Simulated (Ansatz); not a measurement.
# Mg2C (model cell, started as antifluorite): from the cell to its phonons, part 2 of 2

The cell of Mg2C (model cell, started as antifluorite) is at rest. What are its phonons?

Ansatz 0.2.0; DFT LDA, scalar-relativistic, plane waves, PAW.

So far: The starting structure; The dispersion.

The structure was built from a prototype and need not be the compound's stable phase.

### Step 2. The dispersion (continued)

The phonon density of states has structure finer than the step of the table below, so its rows give means over 25 cm⁻¹, whole bins alone (the curve runs from 2.5 to 582 cm⁻¹). Peaks (cm⁻¹: height): 142.5: 0.0228, 387.5: 0.0376, 422.5: 0.0751, 517.5: 0.0199.

Tetrahedra on a 20×20×20 mesh, mean over bins of 5 cm-1. Interpolated from a 4×4×4 q mesh. Table of phonon density of states by wavenumber; means over each step:

wavenumber (cm⁻¹), phonon density of states (1/cm⁻¹/cell) and a bar:
```
       25     0.0001 
       50     0.0004 
       75     0.0012 #
      100     0.0062 ###
      125     0.0177 ##########
      150     0.0190 ###########
      175     0.0146 ########
      200     0.0136 ########
      225     0.0134 ########
      250     0.0140 ########
      275     0.0165 #########
      300     0.0087 #####
      325     0.0185 ##########
      350     0.0193 ###########
      375     0.0297 #################
      400     0.0306 #################
      425     0.0532 ##############################
      450     0.0267 ###############
      475     0.0154 #########
      500     0.0100 ######
      525     0.0163 #########
      550     0.0104 ######
```

The partial phonon density of states has structure finer than the step of the table below, so its rows give means over 25 cm⁻¹, whole bins alone (the curve runs from -10 to 609 cm⁻¹). Peaks (cm⁻¹: height): C 425.8: 0.0467, 519.2: 0.0162; Mg 137.9: 0.0218, 250.7: 0.0164, 270.1: 0.0186, 289.6: 0.0162, 344.1: 0.0208, 390.8: 0.0351.

Phonopy on the run's constants, 19x19x19 mesh, Gaussian sigma 4.4 cm-1. Interpolated from a 4×4×4 q mesh. Table of partial phonon density of states by wavenumber; means over each step; values in 1/cm⁻¹/cell:

```tsv
wavenumber (cm⁻¹)	C	Mg
25	2.1e-5	9.4e-5
50	8.8e-5	3.8e-4
75	2.0e-4	0.00116
100	4.0e-4	0.00615
125	7.2e-4	0.0170
150	6.6e-4	0.0179
175	6.3e-4	0.0139
200	6.4e-4	0.0129
225	6.9e-4	0.0126
250	8.0e-4	0.0127
275	9.6e-4	0.0139
300	6.7e-4	0.0116
325	9.1e-4	0.0160
350	0.00122	0.0182
375	0.00211	0.0275
400	0.00363	0.0282
425	0.0377	0.0140
450	0.0208	0.00621
475	0.0118	0.00329
500	0.00973	0.00104
525	0.0136	0.00224
550	0.00832	0.00211
575	0.00361	9.4e-4
```

Harmonic thermodynamic functions per atom, from the density of states. Interpolated from a 4×4×4 q mesh. Thermodynamic functions, by row:

```tsv
T (K)	F_vib (meV/atom)	S (J/mol-atom/K)	C_V (J/mol-atom/K)
0	64.39	0	0
50	64.33	0.5	1.539
100	63.52	2.926	6.262
200	56.78	10.28	15.21
300	42.35	17.39	19.62
400	21.14	23.35	21.69
500	-5.72	28.32	22.78
600	-37.31	32.53	23.4
700	-72.96	36.17	23.8
800	-112.1	39.37	24.06
900	-154.4	42.22	24.24
1000	-199.6	44.77	24.37
```

Harmonic mean-square displacement, third of the trace. Interpolated from a 4×4×4 q mesh. Mean square displacements, by row:

```tsv
T (K)	C1 U_eq (Å²)	Mg2 U_eq (Å²)	Mg3 U_eq (Å²)
0	0.00334	0.00286	0.00286
100	0.00354	0.00342	0.00342
300	0.00512	0.00686	0.00686
600	0.0087	0.01293	0.01293
```

Symmetry leaves 8 wavevectors to solve. The lowest mode among them, the acoustic zeros apart, lies at q = (0, -0.5, -0.5) and is real, 84.8 cm⁻¹.

The log warns of the k mesh: “the force constants stand on the 8×8×8 k-mesh, whose period is 12.02 times the interband length at k = (0.0000, 0.0000, 0.0000), direct gap 1.802 eV, under 14: take them and everything formed from them as unconverged”.

### Step 3. Another isotope, element C, natural mass 12.011 amu

An isotope changes the mass and not the force constants, so no new electronic calculation is needed; the shifts show which modes move this element.

The same force constants with the mass of C changed from 12.011 to 13.003 u (phonopy, no LO-TO term). Both lists are sorted by frequency; levels can cross, so a row need not hold one and the same mode. Modes under 3 cm⁻¹ are left out. Isotope shifts, by row:

```tsv
q	rank	natural mass (cm⁻¹)	changed mass (cm⁻¹)
0 0 0	4	382.6	382.6
0 0 0	5	382.6	382.6
0 0 0	6	382.6	382.6
0 0 0	7	421.2	408.1
0 0 0	8	421.2	408.1
0 0 0	9	421.2	408.1
0 0 0.25	1	167.5	166.3
0 0 0.25	2	167.5	166.3
0 0 0.25	3	212.1	210.7
0 0 0.25	4	359.3	359.2
0 0 0.25	5	359.3	359.2
0 0 0.25	6	372.1	371.8
0 0 0.25	7	420.3	406.8
0 0 0.25	8	420.3	406.8
0 0 0.25	9	561.8	543.8
0 0 -0.5	1	269.4	267.5
0 0 -0.5	2	269.4	267.5
0 0 -0.5	3	303.5	303.2
0 0 -0.5	4	308.8	308.8
0 0 -0.5	5	308.8	308.8
0 0 -0.5	6	378.3	378.3
0 0 -0.5	7	413.7	400.5
0 0 -0.5	8	413.7	400.5
0 0 -0.5	9	520.2	500.5
0 0.25 0.25	1	114.8	114.4
0 0.25 0.25	2	114.8	114.4
0 0.25 0.25	3	277.4	277.4
0 0.25 0.25	4	308.8	305.6
0 0.25 0.25	5	391.7	391.7
0 0.25 0.25	6	391.7	391.7
0 0.25 0.25	7	432.8	417.4
0 0.25 0.25	8	432.8	417.4
0 0.25 0.25	9	570.9	554.4
```

A mode of this element alone would shift by -3.89 %. The highest zone-centre frequency without the field goes from 421.2 to 408.1 cm⁻¹ (-3.1 %). The product of the frequency ratios over all optical modes at Γ is 0.910; the product rule, (m/m′)^(3k/2) (M′/M)^(3/2) with k = 1 such atoms and M the mass of the cell, gives 0.910.

### Step 4. Isotope substitution, element Mg, natural mass 24.305 amu

The same for Mg, from 24.30 to 25.98 u.

A mode of this element alone would shift by -3.28 %. The highest zone-centre frequency without the field goes from 421.2 to 418.5 cm⁻¹ (-0.6 %). The product of the frequency ratios over all optical modes at Γ is 0.887; the product rule, (m/m′)^(3k/2) (M′/M)^(3/2) with k = 2 such atoms and M the mass of the cell, gives 0.887.

### Step 5. What came out

```json
{"space group (within 0.01 Å)": "Fm-3m", "volume per atom": "12.8 Å³", "gap on the k-mesh": "0.766 eV", "highest optical mode at the zone centre (no LO-TO term)": "421 cm⁻¹", "top of the zone-centre spectrum with the field": "582 cm⁻¹", "lowest optical zone-centre mode": "383 cm⁻¹", "mean high-frequency dielectric constant": "8.40", "mean static dielectric constant": "16.1", "largest Born charge (third of the trace)": "-3.20 e", "lowest mode on the q mesh (acoustic modes at Γ apart)": "84.8 cm⁻¹", "highest frequency on the path or at a solved wavevector": "582 cm⁻¹", "zero-point energy per atom": "64.4 meV", "heat capacity at 300 K": "19.6 J/(mol atoms K)", "vibrational entropy at 300 K": "17.4 J/(mol atoms K)", "Debye temperature (second moment)": "684 K", "imaginary modes on the 4×4×4 q mesh": "none"}
```

What this shows: The structure is a minimum as far as tested: no mode is imaginary at the 8 irreducible wavevectors of the 4×4×4 mesh, and the softest away from the acoustic zeros lies at 85 cm⁻¹. Without the field, the optical modes at Γ span 383 to 421 cm⁻¹. With the macroscopic field of the longitudinal modes the top of the zone-centre spectrum lies at 582 cm⁻¹, against 421 cm⁻¹ without it. Lattice motion raises the mean dielectric constant from 8.402 to 16.05. The strongest infrared line is at 421 cm⁻¹. Averaged over orientations, the strongest Raman line at 532 nm and 300 K is at 383 cm⁻¹. The tensors are the static, non-resonant ones, while 532 nm light (2.33 eV) lies above the computed gap. With the field response the log warns that the k mesh is coarse for the force constants too, so the frequencies may not be converged. The program warns that the interpolation holds no quadrupole term, so branches close to Γ can be off in this crystal. The starting cell was built on a prototype and not taken from a measurement, so the phase need not exist. These are harmonic frequencies at zero temperature: anharmonic shifts, linewidths and thermal expansion are left out.

[Logs are printed without paths, hosts, clocks, repeated set-up lines and the standing remarks that a program may print on its own settings, such as how far it seeks lower states.]

[Hosts, paths, dates, database ids (printed as entryN), source tags and the programs' standing remarks are cut or masked in the printed files.]
